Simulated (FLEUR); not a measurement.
# MnGa4: which magnetic order is lowest

A self-consistent run ends on one state, which hangs on the start. Several orders of MnGa4 are started in FLEUR and their energies compared.

Method: PBEsol; all-electron FLAPW, Dirac cores, scalar-relativistic bands, in FLEUR MaX-R8.1.

**Measured values to reproduce.**

For MnGa4, cubic PtHg4 type (annealed stoichiometric polycrystalline sample, 1.5 K), “Antiferromagnetic ground state in the MnGa4 intermetallic compound” (2018, arxiv:1802.03256) gives, by neutron powder diffraction: moment (ordered moment per Mn) 0.8 ± 0.03 μB.

Most raw output is cut from this account.

## 1. The structure

The structure is cubic, space group Im-3m (No. 229). Conventional cell: a = 5.544 Å, b = 5.544 Å, c = 5.544 Å, α = 90.00°, β = 90.00°, γ = 90.00°. Nearest to Mn lie 8 Ga at 2.40 Å. Ga has 2 Mn at 2.40 Å nearest. Farther neighbours are not listed.

Coordinates:

```cif
data_structure
_symmetry_space_group_name_H-M 'Im-3m'
_symmetry_Int_Tables_number 229
_cell_length_a 5.5437
_cell_length_b 5.5437
_cell_length_c 5.5437
_cell_angle_alpha 90.000
_cell_angle_beta 90.000
_cell_angle_gamma 90.000
_cell_volume 170.38
loop_
_atom_site_label
_atom_site_type_symbol
_atom_site_symmetry_multiplicity
_atom_site_Wyckoff_symbol
_atom_site_fract_x
_atom_site_fract_y
_atom_site_fract_z
_atom_site_occupancy
Mn1 Mn 2 a 0.00000 0.00000 0.00000 1
Ga1 Ga 8 c 0.25000 0.25000 0.75000 1
```

The cell comes from a database of computed structures and need not be the stable phase.

## 2. Start 1: ferro +

The parallel start is the test of whether parallel moments hold.

inpgen writes inp.xml from crystal.txt; cutoffs, mixing, functional, smearing and local orbitals are then set in the file. The k list default-1 (kpts.xml, not shown) is a Γ-centred 8×8×8 mesh; where the ranks do not divide the number of points, some are split in two of half the weight.

Input file inp.xml:

```
<?xml version="1.0" encoding="UTF-8" standalone="no"?>
<fleurInput fleurInputVersion="0.39">
   <comment>
      MnGa4
   </comment>
   <calculationSetup>
      <cutoffs Kmax="3.71" Gmax="11.1" GmaxXC="11.1" numbands="0"/>
      <scfLoop itmax="90" minDistance="0.00002" maxIterBroyd="15" imix="Anderson" alpha="0.05" precondParam="0.0" spinf="2.0" sdNocoIR="T"/>
      <coreElectrons ctail="T" frcor="F" kcrel="0" coretail_lmax="0"/>
      <xcFunctional name="PBEs" relativisticCorrections="F"/>
      <magnetism jspins="2"/>
      <soc l_soc="F" theta="0.0" phi="0.0" spav="F"/>
      <expertModes spex="0" secvar="F"/>
      <geometryOptimization l_f="F" forcealpha="1.0" forcemix="BFGS" epsdisp="0.00001" epsforce="0.00001"/>
      <ldaU l_linMix="F" mixParam="0.05" spinf="1.0"/>
   </calculationSetup>
   <cell>
      <bzIntegration valenceElectrons="67.0" mode="hist" fermiSmearingEnergy="0.00110248">
         <kPointListSelection listName="default-1"/>
         <xi:include xmlns:xi="http://www.w3.org/2001/XInclude" href="kpts.xml"> </xi:include>
      </bzIntegration>
      <xi:include xmlns:xi="http://www.w3.org/2001/XInclude" href="sym.xml"> </xi:include>
      <bulkLattice scale="1.0">
         <bravaisMatrix>
            <row-1>   -5.2380645516314432     5.2380645516314432     5.2380645516314432</row-1>
            <row-2>    5.2380645516314432    -5.2380645516314432     5.2380645516314432</row-2>
            <row-3>    5.2380645516314432     5.2380645516314432    -5.2380645516314432</row-3>
         </bravaisMatrix>
      </bulkLattice>
   </cell>
   <atomSpecies>
      <species name="Manganese 3.501" element="Mn" atomicNumber="25">
         <mtSphere radius="2.21" gridPoints="731" logIncrement="0.017"/>
         <atomicCutoffs lmax="8" lnonsphr="6"/>
         <electronConfig flipSpins="F">
            <coreConfig>(1s1/2) (2s1/2) (2p1/2) (2p3/2)</coreConfig>
            <valenceConfig>(3s1/2) (3p1/2) (3p3/2) (4s1/2) (3d3/2) (3d5/2)</valenceConfig>
            <stateOccupation state="(3d3/2)" spinUp="1.2505" spinDown="0.7495"/>
            <stateOccupation state="(3d5/2)" spinUp="3.0" spinDown="0.0"/>
         </electronConfig>
         <energyParameters s="4" p="4" d="3" f="4"/>
         <lo type="SCLO" l="0" n="3" eDeriv="0"/>
         <lo type="SCLO" l="1" n="3" eDeriv="0"/>
      </species>
      <species name="Gallium (Ga)" element="Ga" atomicNumber="31">
         <mtSphere radius="2.21" gridPoints="731" logIncrement="0.017"/>
         <atomicCutoffs lmax="8" lnonsphr="6"/>
         <electronConfig flipSpins="F">
            <coreConfig>(1s1/2) (2s1/2) (2p1/2) (2p3/2) (3s1/2) (3p1/2) (3p3/2)</coreConfig>
            <valenceConfig>(4s1/2) (3d3/2) (3d5/2) (4p1/2) (4p3/2)</valenceConfig>
            <stateOccupation state="(4p1/2)" spinUp="0.166667" spinDown="0.166667"/>
            <stateOccupation state="(4p3/2)" spinUp="0.333333" spinDown="0.333333"/>
         </electronConfig>
         <energyParameters s="4" p="4" d="3" f="4"/>
      </species>
   </atomSpecies>
   <atomGroups>
      <atomGroup species="Manganese 3.501">
         <relPos label="                   1">.0000000000 .0000000000 .0000000000</relPos>
         <force calculate="T" relaxXYZ="TTT"/>
      </atomGroup>
      <atomGroup species="Gallium (Ga)">
         <relPos label="                   2">.0000000000 .0000000000 1.000/2.000</relPos>
         <relPos label="                   3">.0000000000 1.000/2.000 .0000000000</relPos>
         <relPos label="                   4">1.000/2.000 .0000000000 .0000000000</relPos>
         <relPos label="                   5">1.000/2.000 1.000/2.000 1.000/2.000</relPos>
         <force calculate="T" relaxXYZ="TTT"/>
      </atomGroup>
   </atomGroups>
   <output dos="F" band="F" slice="F">
      <bandDOS minEnergy="-.5*Htr" maxEnergy="0.5*Htr" sigma="0.015" storeEVData="T"/>
      <plotting iplot="0" polar="F">
         <plot TwoD="T" vec1="  1.0  0.0  0.0" vec2="  0.0  1.0  0.0" vec3="  0.0  0.0  1.0" zero="  0.0  0.0  0.0" file="plot"/>
      </plotting>
      <moessbauerParams electricFieldGradient="F" isomerShift="F" coreHyperfine="F" valenceHyperfine="F"/>
   </output>
</fleurInput>
```

Input file crystal.txt:

```
MnGa4
&input film=F cartesian=F /
-2.77186439000  2.77186439000  2.77186439000
2.77186439000  -2.77186439000  2.77186439000
2.77186439000  2.77186439000  -2.77186439000
1.8897261246
1.0 1.0 1.0

5
25 0.00000000000  0.00000000000  0.00000000000 : 3.501
31 0.00000000000  0.00000000000  0.50000000000
31 0.00000000000  0.50000000000  0.00000000000
31 0.50000000000  0.00000000000  0.00000000000
31 0.50000000000  0.50000000000  0.50000000000

&kpt div1=8 div2=8 div3=8 gamma=T /
```

On the command line:

```console
$ OMP_NUM_THREADS=1 inpgen -f crystal.txt > inpgen.log  # inp.xml is then edited as shown
$ OMP_NUM_THREADS=1 mpirun -n 4 fleur_MPI > fleur.log
```

Elapsed: 30 s, on 4 MPI ranks of AMD EPYC 9R45, shared host; peak memory 0.28 GiB.

Spin moment in the muffin-tin sphere by atom:

| atom | spin moment in the muffin-tin sphere (μB) |
| --- | --- |
| Mn1 | 0.683 |
| Ga2 | -0.009 |
| Ga3 | -0.009 |
| Ga4 | -0.009 |
| Ga5 | -0.009 |

Numbers from this step:

```yaml
free_energy: -242948.8817 eV
program_s_band_gap_on_this_mesh_in_a_metal_only_a_level_spacing: 0.02834 eV
magnetization: 0.673 μB
final_state: ferromagnetic
```

After 27 cycles the largest moment stands at 0.683 μB.

## 3. Run 2 (antiferro q=(1/2,1/2,1/2) +-)

Reversing part of the moments tests the sign of the couplings between them.

The cell is doubled to 10 atoms to hold this order. The mesh is halved along the doubled vector, so that both cells sample the same points. The k list default-1 (kpts.xml, not shown) is a Γ-centred 4×8×8 mesh.

Changes to inp.xml since step 2:

```diff
@@ -17,3 +17,3 @@
    <cell>
-      <bzIntegration valenceElectrons="67.0" mode="hist" fermiSmearingEnergy="0.00110248">
+      <bzIntegration valenceElectrons="134.0" mode="hist" fermiSmearingEnergy="0.00110248">
          <kPointListSelection listName="default-1"/>
@@ -24,5 +24,5 @@
          <bravaisMatrix>
-            <row-1>   -5.2380645516314432     5.2380645516314432     5.2380645516314432</row-1>
-            <row-2>    5.2380645516314432    -5.2380645516314432     5.2380645516314432</row-2>
-            <row-3>    5.2380645516314432     5.2380645516314432    -5.2380645516314432</row-3>
+            <row-1>  -10.4761291032628865    10.4761291032628865    10.4761291032628865</row-1>
+            <row-2>    0.0000000000000000     0.0000000000000000    10.4761291032628865</row-2>
+            <row-3>    0.0000000000000000    10.4761291032628865     0.0000000000000000</row-3>
          </bravaisMatrix>
@@ -39,2 +39,15 @@
             <stateOccupation state="(3d5/2)" spinUp="3.0" spinDown="0.0"/>
+         </electronConfig>
+         <energyParameters s="4" p="4" d="3" f="4"/>
+         <lo type="SCLO" l="0" n="3" eDeriv="0"/>
+         <lo type="SCLO" l="1" n="3" eDeriv="0"/>
+      </species>
+      <species name="Manganese -3.501" element="Mn" atomicNumber="25">
+         <mtSphere radius="2.21" gridPoints="731" logIncrement="0.017"/>
+         <atomicCutoffs lmax="8" lnonsphr="6"/>
+         <electronConfig flipSpins="F">
+            <coreConfig>(1s1/2) (2s1/2) (2p1/2) (2p3/2)</coreConfig>
+            <valenceConfig>(3s1/2) (3p1/2) (3p3/2) (4s1/2) (3d3/2) (3d5/2)</valenceConfig>
+            <stateOccupation state="(3d3/2)" spinUp="0.7495" spinDown="1.2505"/>
+            <stateOccupation state="(3d5/2)" spinUp="0.0" spinDown="3.0"/>
          </electronConfig>
@@ -61,7 +74,18 @@
       </atomGroup>
+      <atomGroup species="Manganese -3.501">
+         <relPos label="                   2">1.000/2.000 .0000000000 .0000000000</relPos>
+         <force calculate="T" relaxXYZ="TTT"/>
+      </atomGroup>
       <atomGroup species="Gallium (Ga)">
-         <relPos label="                   2">.0000000000 .0000000000 1.000/2.000</relPos>
-         <relPos label="                   3">.0000000000 1.000/2.000 .0000000000</relPos>
-         <relPos label="                   4">1.000/2.000 .0000000000 .0000000000</relPos>
-         <relPos label="                   5">1.000/2.000 1.000/2.000 1.000/2.000</relPos>
+         <relPos label="                   3">-1.000/4.000 .0000000000 1.000/2.000</relPos>
+         <relPos label="                   4">1.000/4.000 .0000000000 1.000/2.000</relPos>
+         <relPos label="                   5">-1.000/4.000 1.000/2.000 .0000000000</relPos>
+         <relPos label="                   6">1.000/4.000 1.000/2.000 .0000000000</relPos>
+         <relPos label="                   9">-1.000/4.000 1.000/2.000 1.000/2.000</relPos>
+         <relPos label="                  10">1.000/4.000 1.000/2.000 1.000/2.000</relPos>
+         <force calculate="T" relaxXYZ="TTT"/>
+      </atomGroup>
+      <atomGroup species="Gallium (Ga)">
+         <relPos label="                   7">1.000/4.000 .0000000000 .0000000000</relPos>
+         <relPos label="                   8">-1.000/4.000 .0000000000 .0000000000</relPos>
          <force calculate="T" relaxXYZ="TTT"/>
```

Input file crystal.txt:

```
MnGa4
&input film=F cartesian=F /
-5.54372878000  5.54372878000  5.54372878000
0.00000000000  0.00000000000  5.54372878000
0.00000000000  5.54372878000  0.00000000000
1.8897261246
1.0 1.0 1.0

10
25 0.00000000000  0.00000000000  0.00000000000 : 3.501
25 0.50000000000  0.00000000000  0.00000000000 : -3.501
31 0.75000000000  0.00000000000  0.50000000000
31 0.25000000000  0.00000000000  0.50000000000
31 0.75000000000  0.50000000000  0.00000000000
31 0.25000000000  0.50000000000  0.00000000000
31 0.25000000000  0.00000000000  0.00000000000
31 0.75000000000  0.00000000000  0.00000000000
31 0.75000000000  0.50000000000  0.50000000000
31 0.25000000000  0.50000000000  0.50000000000

&kpt div1=4 div2=8 div3=8 gamma=T /
```

The job ended after 2.6 min (4 MPI ranks; peak memory 0.6 GiB; 10 min of CPU time).

Spin moment in the muffin-tin sphere by atom:

| atom | spin moment in the muffin-tin sphere (μB) |
| --- | --- |
| Mn1 | 1.12 |
| Mn2 | -1.12 |
| Ga3 | 0.00 |
| Ga4 | 0.00 |
| Ga5 | 0.00 |
| Ga6 | 0.00 |
| Ga7 | 0.00 |
| Ga8 | 0.00 |
| Ga9 | 0.00 |
| Ga10 | 0.00 |

This step gave:

```
free energy                                                       : -485897.8438 eV
program's band gap on this mesh (in a metal only a level spacing) : 3.68e-7 eV
magnetization                                                     : 0 μB
final state                                                       : antiferromagnetic
```

It lies 40.2 meV a seeded atom under the first start, and its largest moment is 1.12 μB against 0.683 μB.

## 4. Order 3, typed as no spin polarisation

Without spin polarisation no moment can form, so the difference from the other runs is what forming moments gains.

The k list default-1 (kpts.xml, not shown) is a Γ-centred 8×8×8 mesh.

Input file inp.xml:

```
<?xml version="1.0" encoding="UTF-8" standalone="no"?>
<fleurInput fleurInputVersion="0.39">
   <comment>
      MnGa4
   </comment>
   <calculationSetup>
      <cutoffs Kmax="3.71" Gmax="11.1" GmaxXC="11.1" numbands="0"/>
      <scfLoop itmax="90" minDistance="0.00002" maxIterBroyd="15" imix="Anderson" alpha="0.05" precondParam="0.0" spinf="2.0" sdNocoIR="T"/>
      <coreElectrons ctail="T" frcor="F" kcrel="0" coretail_lmax="0"/>
      <xcFunctional name="PBEs" relativisticCorrections="F"/>
      <magnetism jspins="1"/>
      <soc l_soc="F" theta="0.0" phi="0.0" spav="F"/>
      <expertModes spex="0" secvar="F"/>
      <geometryOptimization l_f="F" forcealpha="1.0" forcemix="BFGS" epsdisp="0.00001" epsforce="0.00001"/>
      <ldaU l_linMix="F" mixParam="0.05" spinf="1.0"/>
   </calculationSetup>
   <cell>
      <bzIntegration valenceElectrons="67.0" mode="hist" fermiSmearingEnergy="0.00110248">
         <kPointListSelection listName="default-1"/>
         <xi:include xmlns:xi="http://www.w3.org/2001/XInclude" href="kpts.xml"> </xi:include>
      </bzIntegration>
      <xi:include xmlns:xi="http://www.w3.org/2001/XInclude" href="sym.xml"> </xi:include>
      <bulkLattice scale="1.0">
         <bravaisMatrix>
            <row-1>   -5.2380645516314432     5.2380645516314432     5.2380645516314432</row-1>
            <row-2>    5.2380645516314432    -5.2380645516314432     5.2380645516314432</row-2>
            <row-3>    5.2380645516314432     5.2380645516314432    -5.2380645516314432</row-3>
         </bravaisMatrix>
      </bulkLattice>
   </cell>
   <atomSpecies>
      <species name="Manganese (Mn)" element="Mn" atomicNumber="25">
         <mtSphere radius="2.21" gridPoints="731" logIncrement="0.017"/>
         <atomicCutoffs lmax="8" lnonsphr="6"/>
         <electronConfig flipSpins="F">
            <coreConfig>(1s1/2) (2s1/2) (2p1/2) (2p3/2)</coreConfig>
            <valenceConfig>(3s1/2) (3p1/2) (3p3/2) (4s1/2) (3d3/2) (3d5/2)</valenceConfig>
            <stateOccupation state="(3d3/2)" spinUp="1.000000" spinDown="1.000000"/>
            <stateOccupation state="(3d5/2)" spinUp="1.500000" spinDown="1.500000"/>
         </electronConfig>
         <energyParameters s="4" p="4" d="3" f="4"/>
         <lo type="SCLO" l="0" n="3" eDeriv="0"/>
         <lo type="SCLO" l="1" n="3" eDeriv="0"/>
      </species>
      <species name="Gallium (Ga)" element="Ga" atomicNumber="31">
         <mtSphere radius="2.21" gridPoints="731" logIncrement="0.017"/>
         <atomicCutoffs lmax="8" lnonsphr="6"/>
         <electronConfig flipSpins="F">
            <coreConfig>(1s1/2) (2s1/2) (2p1/2) (2p3/2) (3s1/2) (3p1/2) (3p3/2)</coreConfig>
            <valenceConfig>(4s1/2) (3d3/2) (3d5/2) (4p1/2) (4p3/2)</valenceConfig>
            <stateOccupation state="(4p1/2)" spinUp="0.166667" spinDown="0.166667"/>
            <stateOccupation state="(4p3/2)" spinUp="0.333333" spinDown="0.333333"/>
         </electronConfig>
         <energyParameters s="4" p="4" d="3" f="4"/>
      </species>
   </atomSpecies>
   <atomGroups>
      <atomGroup species="Manganese (Mn)">
         <relPos label="                   1">.0000000000 .0000000000 .0000000000</relPos>
         <force calculate="T" relaxXYZ="TTT"/>
      </atomGroup>
      <atomGroup species="Gallium (Ga)">
         <relPos label="                   2">.0000000000 .0000000000 1.000/2.000</relPos>
         <relPos label="                   3">.0000000000 1.000/2.000 .0000000000</relPos>
         <relPos label="                   4">1.000/2.000 .0000000000 .0000000000</relPos>
         <relPos label="                   5">1.000/2.000 1.000/2.000 1.000/2.000</relPos>
         <force calculate="T" relaxXYZ="TTT"/>
      </atomGroup>
   </atomGroups>
   <output dos="F" band="F" slice="F">
      <bandDOS minEnergy="-.5*Htr" maxEnergy="0.5*Htr" sigma="0.015" storeEVData="T"/>
      <plotting iplot="0" polar="F">
         <plot TwoD="T" vec1="  1.0  0.0  0.0" vec2="  0.0  1.0  0.0" vec3="  0.0  0.0  1.0" zero="  0.0  0.0  0.0" file="plot"/>
      </plotting>
      <moessbauerParams electricFieldGradient="F" isomerShift="F" coreHyperfine="F" valenceHyperfine="F"/>
   </output>
</fleurInput>
```

Input file crystal.txt:

```
MnGa4
&input film=F cartesian=F /
-2.77186439000  2.77186439000  2.77186439000
2.77186439000  -2.77186439000  2.77186439000
2.77186439000  2.77186439000  -2.77186439000
1.8897261246
1.0 1.0 1.0

5
25 0.00000000000  0.00000000000  0.00000000000
31 0.00000000000  0.00000000000  0.50000000000
31 0.00000000000  0.50000000000  0.00000000000
31 0.50000000000  0.00000000000  0.00000000000
31 0.50000000000  0.50000000000  0.50000000000

&kpt div1=8 div2=8 div3=8 gamma=T /
```

The job ended after 12 s (4 MPI ranks; peak memory 0.25 GiB).

Numbers from this step:

| Quantity | Value |
| --- | --- |
| free energy | -242948.8477 eV |
| program's band gap on this mesh (in a metal only a level spacing) | 0.01599 eV |
| final state | non-magnetic (no spin polarisation) |

It lies 34.0 meV a seeded atom over the first start.

## 5. Ranking

Free energies are divided by the number of seeded atoms, so that cells of unlike size compare. Wavevectors q in the names are fractions of the primitive cell's reciprocal vectors.

Orders:

| start | final state | typed order kept | energy over the lowest (meV a seeded atom) | largest sphere moment (μB) | net moment (μB a primitive cell) | mesh matched | CPU time (s) |
| --- | --- | --- | --- | --- | --- | --- | --- |
| ferro + | ferromagnetic | yes | 40.19 | 0.6829 | 0.673 | yes | 117.6 |
| antiferro q=(1/2,1/2,1/2) +- | antiferromagnetic | yes | 0 | 1.115 | 0 | yes | 623.9 |
| no spin polarisation | non-magnetic | - | 74.18 | 0 | 0 | yes | 48.84 |

## 6. Results

| Quantity | Value |
| --- | --- |
| lowest state found | antiferromagnetic (typed antiferro q=(1/2,1/2,1/2) +-) |
| largest site spin moment | 1.12 μB |
| next finished state | ferromagnetic, 40.2 meV a seeded atom higher |
| energy gained by spin polarisation | 74.2 meV a seeded atom |

In words: The lowest state found is antiferromagnetic, reached from the start antiferro q=(1/2,1/2,1/2) +-, with moments up to 1.12 μB. The next finished state costs 40 meV a seeded atom. This is the lowest of 3 finished starts, no proof of the ground state. Computed site moments are spin alone, inside the muffin-tin sphere; measured ones also hold the orbital part and what lies outside the sphere, and fluctuations can lower them.

Computed beside measured:

| quantity | measured | PBEsol |
| --- | --- | --- |
| moment (Mn) (μB) | 0.8 | 1.12 (+39.4 %) |

Measured values from arxiv:1802.03256 (2018).

How well it matches: The moment is off by +39.4 %. No cell relaxation is part of this session.

[Logs and program files are shortened in this print: banners, set-up blocks, solver, clock and traceback lines can be left out without a mark of their own.]

[Logs are printed without paths, hosts, clocks, repeated set-up lines and the standing remarks that a program may print on its own settings, such as how far it seeks lower states.]

[Hosts, paths, dates, database ids (printed as entryN), source tags and the programs' standing remarks are cut or masked in the printed files.]

[Where a cell is said to come from a database of computed structures, the database is the Materials Project.]
